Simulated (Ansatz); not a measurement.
## Rh(111) with 4 thermally displaced layers, 2x2: scattering by thermal displacements

Wanted: the phonon-limited resistivity of Rh at 500 K by the Landauer route.

Program: Ansatz 0.2.0. Level of theory: Ansatz plane-wave DFT, PBE, PAW files; ballistic transport by layer matching (Landauer), zero bias; PAW set soft_1. Results are calculated unless marked as measured.

### Step 1. The structure

The cell holds 40 atoms: 40 Rh. Its edges and angles: a = 5.378 Å, b = 5.378 Å, c = 22.012 Å, α = 93.5°, β = 86.5°, γ = 120.0°. It derives from Rh. Regions: lead, 24 atoms (24 Rh); scattering region, 16 atoms (16 Rh). The structure is stacked along c, and the current runs across the ab planes.

### Step 2. With 4 displaced layers

Each atom of 4 layers is moved at random, by amounts drawn from a normal law 0.0561 Å wide in each direction from the Debye model (480 K) at 500 K. The layers about the cell's end stay perfect and serve as the lead. Disorder leaves little or no symmetry, which makes such runs dear. Energies from -0.05 to 0.05 eV in steps of 0.05 eV are too few for the program's thermal sum, so it prints no conductance; for a metal the transmission near the Fermi level serves, at a fraction of the cost.

Input file input.yaml:

```yaml
crystal:
  lattice:
    - [5.3783955991, 0.0, 0.0]
    - [-2.6891977995, 4.6578272204, 0.0]
    - [1.3445988998, -0.7763045367, 21.9572080876]
  atoms:
    - { symbol: Rh, position: [0.9916666667, 0.0083333333, 0.05] }
    - { symbol: Rh, position: [0.9916666667, 0.5083333333, 0.05] }
    - { symbol: Rh, position: [0.4916666667, 0.0083333333, 0.05] }
    - { symbol: Rh, position: [0.4916666667, 0.5083333333, 0.05] }
    - { symbol: Rh, position: [0.1416666667, 0.3583333333, 0.15] }
    - { symbol: Rh, position: [0.1416666667, 0.8583333333, 0.15] }
    - { symbol: Rh, position: [0.6416666667, 0.3583333333, 0.15] }
    - { symbol: Rh, position: [0.6416666667, 0.8583333333, 0.15] }
    - { symbol: Rh, position: [0.2916666667, 0.2083333333, 0.25] }
    - { symbol: Rh, position: [0.2916666667, 0.7083333333, 0.25] }
    - { symbol: Rh, position: [0.7916666667, 0.2083333333, 0.25] }
    - { symbol: Rh, position: [0.7916666667, 0.7083333333, 0.25] }
    - { symbol: Rh, position: [0.9419098334, 0.0570150264, 0.3516361537] }
    - { symbol: Rh, position: [0.9393811457, 0.5520359898, 0.3509238041] }
    - { symbol: Rh, position: [0.4612700233, 0.0694398111, 0.3482020951] }
    - { symbol: Rh, position: [0.4246976112, 0.550844551, 0.3501055797] }
    - { symbol: Rh, position: [0.066629742, 0.4051678159, 0.446816943] }
    - { symbol: Rh, position: [0.0808864635, 0.9016438931, 0.4491919154] }
    - { symbol: Rh, position: [0.6022924107, 0.4208340678, 0.4496716193] }
    - { symbol: Rh, position: [0.6017635031, 0.9004717633, 0.450898039] }
    - { symbol: Rh, position: [0.2519725048, 0.259148984, 0.5481005059] }
    - { symbol: Rh, position: [0.229203067, 0.7529144914, 0.5505625552] }
    - { symbol: Rh, position: [0.7299446098, 0.2557463383, 0.5495932115] }
    - { symbol: Rh, position: [0.7484489544, 0.7610698891, 0.5509079073] }
    - { symbol: Rh, position: [0.8837329586, 0.1071061543, 0.6520029029] }
    - { symbol: Rh, position: [0.899016683, 0.5938144616, 0.653867777] }
    - { symbol: Rh, position: [0.4102963055, 0.1178556287, 0.650675632] }
    - { symbol: Rh, position: [0.3963375962, 0.6267276212, 0.6550080738] }
    - { symbol: Rh, position: [0.0416666667, 0.4583333333, 0.75] }
    - { symbol: Rh, position: [0.0416666667, 0.9583333333, 0.75] }
    - { symbol: Rh, position: [0.5416666667, 0.4583333333, 0.75] }
    - { symbol: Rh, position: [0.5416666667, 0.9583333333, 0.75] }
    - { symbol: Rh, position: [0.1916666667, 0.3083333333, 0.85] }
    - { symbol: Rh, position: [0.1916666667, 0.8083333333, 0.85] }
    - { symbol: Rh, position: [0.6916666667, 0.3083333333, 0.85] }
    - { symbol: Rh, position: [0.6916666667, 0.8083333333, 0.85] }
    - { symbol: Rh, position: [0.8416666667, 0.1583333333, 0.95] }
    - { symbol: Rh, position: [0.8416666667, 0.6583333333, 0.95] }
    - { symbol: Rh, position: [0.3416666667, 0.1583333333, 0.95] }
    - { symbol: Rh, position: [0.3416666667, 0.6583333333, 0.95] }
kpoints:
  mp_grid: { grid: [5, 5, 1] }
hamiltonian:
  xc: pbe
  pseudopotentials: { kind: paw, azcp: { folder: soft_1 } }
scf:
  occupations: { method: fermi_dirac, width: 0.1 }
output:
  transmission:
    leads: [[0, 4]]
    kmesh: [10, 10]
    e_range: [-0.05, 0.05]
    de: 0.05
  write_potential: true
  write_density: true
  volumetric_format: npy
  elf: true
```

Command:

```bash
$ ansatz run input.yaml --threads 4 --pin off --max-ram 15360MiB --backend cpu --events-out ev --progress --plain --runs-dir out
```

Numbers of over 12 decimals in the logs are rounded to 6 here.

Output:

```text
Engine: ansatz 0.2.0, aarch64-unknown-linux-gnu
Pseudopotentials: kind: paw
Pseudopotential: Rh, paw, valence charge 17, recommended cutoff 420 eV (normal), soft_1/Rh.paw.azcp
Functional definition: PBE
  parameter kappa = 0.804
  parameter beta = 0.066725
  exchange = pbe_x(kappa = kappa, mu = beta*pi^2/3)
  correlation = pbe_c(beta = beta)
Crystal: 40 atoms, lattice volume = 550.064 Å³
Basis set: ecut = 420 eV, 10671 PW (Γ)
Bands: 408, of which v1, the nominal top of the filled ones, is band 340 counted from 1 (339 counted from 0)
Symmetry: 1 space group operations
Space group: P1 (ITA 1), of the structure as read, at distance tolerance 8.2e-5 Å
k-points: 13 of 25 (time reversal used)
Non-local potential: Rh, projectors of the file, l = 0: 3, l = 1: 2, l = 2: 2, l = 3: 1
PAW form: soft (Blöchl's): semilocal exchange-correlation on the pseudo side does not see the compensation charge
PAW one-centre angular grid: Rh, 590 points (default); XC on 64 Gauss nodes
Initial density: superposition of atomic densities (chi_scale 0.1, normalization cell)
Initial wavefunctions: pseudopotential atomic-orbital guess
Functional: x = pbe(κ = 0.804, μ = 0.219515), c = pbe(β = 0.066725)
SCF iter   1: F=—  HF=-256136.047447 eV  |F-HF|=—  |Δ(HF+E_count)|=         —  Δρ=1.10e-1  dr2=6.15e1  ethr=3.10e-3  ⟨swp⟩=4.5  Hψ=14905  notcnv=0  defer=59
preconditioner: auto → Kerker (q_TF=auto, 2.826 Å⁻¹)  [metal: Δε(μ)=0.007 eV  Ē_g=6.399 eV  σ=0.100 eV  W_gap=0.02  n_scr=228 (ndim 8)  ℏωp=30.0 eV  f_vac=0.000  D(μ)=45.54/eV (n_scr^D=556)]
SCF iter   2: F=—  HF=-256120.924220 eV  |F-HF|=—  |Δ(HF+E_count)|=    1.51e1  Δρ=5.10e-2  dr2=1.28e1  ethr=3.10e-3  ⟨swp⟩=2.1  Hψ=8981  notcnv=0  defer=266
SCF iter   3: F=—  HF=-256117.535345 eV  |F-HF|=—  |Δ(HF+E_count)|=    3.39e0  Δρ=1.02e-2  dr2=2.91e-1  ethr=1.89e-3  ⟨swp⟩=2.0  Hψ=7937  notcnv=0  defer=266
SCF iter   4: F=—  HF=-256117.550239 eV  |F-HF|=—  |Δ(HF+E_count)|=   1.49e-2  Δρ=1.22e-3  dr2=7.57e-3  ethr=4.28e-5  ⟨swp⟩=2.0  Hψ=9618  notcnv=0  defer=266
SCF iter   5: F=—  HF=-256117.551235 eV  |F-HF|=—  |Δ(HF+E_count)|=   9.95e-4  Δρ=2.99e-4  dr2=5.30e-4  ethr=1.11e-6  ⟨swp⟩=2.2  Hψ=7423  notcnv=0  defer=266
SCF iter   6: F=—  HF=-256117.551246 eV  |F-HF|=—  |Δ(HF+E_count)|=   1.09e-5  Δρ=6.28e-5  dr2=4.80e-5  ethr=7.79e-8  ⟨swp⟩=2.0  Hψ=8901  notcnv=0  defer=266
SCF iter   7: F=—  HF=-256117.552265 eV  |F-HF|=—  |Δ(HF+E_count)|=   1.02e-3  Δρ=1.87e-5  dr2=3.75e-6  ethr=7.06e-9  ⟨swp⟩=1.0  Hψ=4997  notcnv=0  defer=266
SCF iter   8: F=—  HF=-256117.552265 eV  |F-HF|=—  |Δ(HF+E_count)|=   9.30e-8  Δρ=3.43e-6  dr2=6.63e-7  ethr=5.51e-10  ⟨swp⟩=2.0  Hψ=8738  notcnv=0  defer=266
SCF iter   9: F=-256117.552265 eV  HF=-256117.552265 eV  |F-HF|=3.09e-8  |Δ(HF+E_count)|=   5.38e-9  Δρ=2.00e-6  dr2=3.94e-8  ethr=1.47e-11  ⟨swp⟩=6.8  Hψ=13701  notcnv=0
SCF 1 converged in 9 iterations: F = -256117.552265 eV  dr2 = 3.94e-8
  greatest PAW one-centre occupation: 1.000 electrons in one spin orbital (limit 2), on the Rh atom at site 28 (counted from 0), in its partial waves of l = 0
transmission: 205 of 2028 steps passed
transmission: 406 of 2028 steps passed
[...]
transmission: 2028 of 2028 steps passed
SCF converged after 9 iterations
Free energy (F): -256117.552265 eV
Harris-Foulkes:  -256117.552265 eV  (|F-HF|=3.09e-8)
Internal energy: -256115.815113 eV  (E = F + TS)
E sigma→0 (E₀):  -256116.683689 eV
Entropy (-TS):   -1.737151 eV (-43.429 meV/atom)
Fermi energy:    22.414566 eV
--- Per-component energies (eV) ---
  E_band       = -3399.827664
  E_kinetic    = 21509.954267
  E_local      = -59072.757500  (includes V_loc(G=0)·N_el)
  E_nonlocal   = 11925.237919
  E_hartree    = 21970.755635
  E_xc         = -8081.070846
  E_vxc        = -10141.950056  (∫ρ·V_xc dr)
  E_paw        = -144134.376656  (= ΣΔE_a)
  E_vpaw       = -11561.856014  (= ΣTr[D̂ρ^β])
  E_aug_tail   = 0.003218  (compensation charges beyond the density's cutoff)
  E_ewald      = -100233.561150
  E_smearing   = -1.737151  (= −TS)
  E_closure    = -0.000000  (closes the sum)
  Σ components = -256117.552265   (vs F -256117.552265, Δ=0.00e0)
--- Band table (eV; the first three rows and the last of 13) ---
  k-point 0: bands = [... 336 lower, 22.9672, 22.9751, 22.9775, 22.9806, 22.9981, 23.0011, 23.0016, 23.0046, ... 64 higher]
  k-point 1: bands = [... 336 lower, 22.5935, 22.6211, 22.6403, 22.6582, 22.6699, 22.6800, 22.7162, 22.7306, ... 64 higher]
  k-point 2: bands = [... 336 lower, 21.8551, 21.8889, 21.9446, 22.0161, 22.0336, 22.0786, 22.1085, 22.1601, ... 64 higher]
  k-point 12: bands = [... 336 lower, 22.3692, 22.3885, 22.4037, 22.4283, 22.4527, 22.4588, 22.4744, 22.5030, ... 64 higher]
--- Transmission ---
  basis      : 211 plane waves across, 39 finite elements along
  points     : 52, standing for a mesh of 10 x 10
  energies   : 3 from -0.050000 to 0.050000 eV about the Fermi level, 0.050000 eV apart; the leads are filled to 0.000000 eV, and channels, transmission and decay are at 0.000000 eV
  crystal 0  : Rh4, at the sites [0, 4], period 2.1957 Å, over 13.17 Å; its Hamiltonian steps by up to 6.2 meV
    offset         : up to 0.0000 Å between an atom of the period and one for which it stands
    channels       : 7.100000e0 a spin
    conductance    : none, the energies end too early or step too widely for 300 K: set another output.transmission.e_range or a lower de, or, where they end at an eighth of basis.ecutwfc, a higher one
  junction   : crystal 0 to crystal 0, 0.70 to 20.46 Å
    transmission   : 6.269467e0 a spin
    conductance    : none, the energies end too early or step too widely for 300 K: set another output.transmission.e_range or a lower de, or, where they end at an eighth of basis.ecutwfc, a higher one
```

Elapsed: 6 min, on 4 threads of Arm Neoverse V2, shared host; peak memory 5 GiB; 22 min of CPU time.

This step gave:

| Quantity | Value |
| --- | --- |
| free energy | -256117.5523 eV |
| energy at zero smearing | -256116.6837 eV |
| Fermi energy | 22.41 eV |
| cell area | 25.05 Å² |
| transmission per spin nearest the Fermi level | 6.269 |
| open channels per spin nearest the Fermi level | 7.1 |
| step of the lead's potential | 6.2 meV |

Per spin. The transmission, zone mean by energy, zero at the Fermi level:

```csv
energy (eV),"transmission, zone mean"
-0.0500,6.06
0.0000,6.27
0.0500,6.28
```

Per spin. Table of open channels, zone mean, lead by energy, zero at the Fermi level:

```csv
energy (eV),"open channels, zone mean, lead"
-0.0500,6.72
0.0000,7.1
0.0500,7.08
```

Transmission over k1 and k2. At 0.0000 eV from the Fermi level.

Values, 10 rows by 10 columns:
```
 5.7  5.6  5.7  6.9  5.7  5.7  5.7  5.7  8.6  5.7
 6.4  5.7  6.3  5.8  5.6  6.2  5.6  6.4  8.4  8.4
 6.3  7.0  5.5  5.5  6.5  4.9  5.6  7.0  6.4  5.5
 5.6  5.7  5.4  6.5  8.6  8.6  6.4  5.3  5.6  5.6
 5.7  5.6  6.2  5.3  8.6 11.5  8.6  5.3  6.2  5.6
 5.6  5.6  5.6  5.3  6.4  8.6  8.6  6.5  5.4  5.7
 6.3  5.5  6.4  7.0  5.6  4.9  6.5  5.5  5.5  7.0
 6.4  8.4  8.4  6.4  5.6  6.2  5.6  5.8  6.3  5.7
 5.7  5.7  8.6  5.7  5.7  5.7  5.7  6.9  5.7  5.6
 5.7  5.7  6.4  6.5  5.7  5.7  5.7  6.5  6.4  5.7
```
Columns: k1 (b1) from -0.5 to 0.4; rows upwards: k2 (b2) from -0.5 to 0.4.

Open channels over k1 and k2. At 0.0000 eV from the Fermi level.

Values, 10 rows by 10 columns:
```
 6.0  6.0  6.0 10.0  6.0  6.0  6.0  6.0 10.0  6.0
 7.0  6.0  7.0  7.0  8.0  7.0  6.0  7.0 10.0 10.0
 7.0 10.0  7.0  6.0  7.0  6.0  7.0 10.0  7.0  6.0
 6.0  6.0  7.0  7.0  9.0  9.0  7.0  7.0  6.0  6.0
 6.0  6.0  7.0  6.0  9.0 12.0  9.0  6.0  7.0  6.0
 6.0  6.0  6.0  7.0  7.0  9.0  9.0  7.0  7.0  6.0
 7.0  6.0  7.0 10.0  7.0  6.0  7.0  6.0  7.0 10.0
 7.0 10.0 10.0  7.0  6.0  7.0  8.0  7.0  7.0  6.0
 6.0  6.0 10.0  6.0  6.0  6.0  6.0 10.0  6.0  6.0
 6.0  6.0  7.0  7.0  6.0  6.0  6.0  7.0  7.0  6.0
```
Columns: k1 (b1) from -0.5 to 0.4; rows upwards: k2 (b2) from -0.5 to 0.4.

Electrostatic potential energy in the ca plane at fractional y = 0.551, with atoms of Rh within 0.2 Å of it. With pseudopotentials it is smooth inside the atoms' cores, unlike the true potential.

Ten even steps from '0' (-44 eV) to '9' (25 eV), each cell a mean:
```
99999999998300038999999999999720038986689999
99999999999400048999999999999610017999999999
87899866799854579977899999999730037999999999
76899744689998899743489998999975579976689999
87899855699999999732379987899999999741258999
99999987899866799854589988899999999720048999
99999999999511269987899999999986789841258999
99999999998300048999999999999842258986689999
99999998998400048999999999999720027999999999
87899866899742479998999999999830037999999999
76899744689988899865799998999975468976789999
87899855689998999743589987899998899741258999
99999987899855689753589987899998999720048999
99999999998410169977899998999864579841158999
```
Columns run along c (16.0 Å, from fractional 0.14 to 0.86 of the cell; values clipped at the 3rd and 97th percentile), rows up along a (5.4 Å). Atoms in or near the plane, at fractional coordinates: Rh at (0.35, 0.94), Rh at (0.35, 0.42), Rh at (0.65, 0.90).

Valence density in the ca plane at fractional y = 0.551, with atoms of Rh within 0.2 Å of it. It is the smooth field of the valence electrons, not physical close to the nuclei.

Ten steps, logarithmic in the rise over the least value, from '0' (0 e/Å³) to '9' (13 e/Å³), each cell a mean:
```
11100011112699962122100011111478863234431111
22110122212589862122100011111489974212210012
33211344321356532234320112111368863212110012
44322356421122211356531122211135542234421112
33211355421112111467642233310012211367752111
22111233211345421356531123210011111478863112
11100011112588742233321112210134422367752112
11100011113799862111100011111367753235531111
22110122212689862111000011111478873212210012
33211344322467642122200011111368863212110012
44322356421133321345421122210245642234421112
33211355421122212466531233310012222367752111
22111233211355422356531233311122222478863112
11100011112588752234321122211246532367752112
```
Columns run along c (16.0 Å, from fractional 0.14 to 0.86 of the cell), rows up along a (5.4 Å). Atoms in or near the plane, at fractional coordinates: Rh at (0.35, 0.94), Rh at (0.35, 0.42), Rh at (0.65, 0.90).

ELF in the ca plane at fractional y = 0.551, with atoms of Rh within 0.2 Å of it. It is the smooth field of the valence electrons, not physical close to the nuclei.

Ten even steps from '0' (0.18) to '9' (0.75), each cell a mean:
```
11000001110599840111000001110268851112310011
00000000010489840111000001110279961110000000
11000122100145411012100001110168851110000000
22101145300001000145410001000023311112210001
11000134200000010256521001100000001157630111
11000011000123200135410001100000011268851100
11000000110477620111100001100012211146741110
11000001110599840110000001110157631112310011
00000000010489840111000001110168861110000000
11000122100256521000000001110158851110000000
22101145300011100123200001000024421112210001
11000134200011110255311001100001101147730111
11000011000134211145311001100001111268851100
11000000110478731112100000000034311147741110
```
Columns run along c (16.0 Å, from fractional 0.14 to 0.86 of the cell), rows up along a (5.4 Å). Atoms in or near the plane, at fractional coordinates: Rh at (0.35, 0.94), Rh at (0.35, 0.42), Rh at (0.65, 0.90).

Over the solved energies the transmission per spin lies between 6.06 and 6.28, out of 6.97 channels of the lead on average (up to 7.1).

(Continued in part 2 of 2.)

[Logs are printed without paths, hosts, clocks, repeated set-up lines and the standing remarks that a program may print on its own settings, such as how far it seeks lower states.]

[Hosts, paths, dates, database ids (printed as entryN), source tags and the programs' standing remarks are cut or masked in the printed files.]
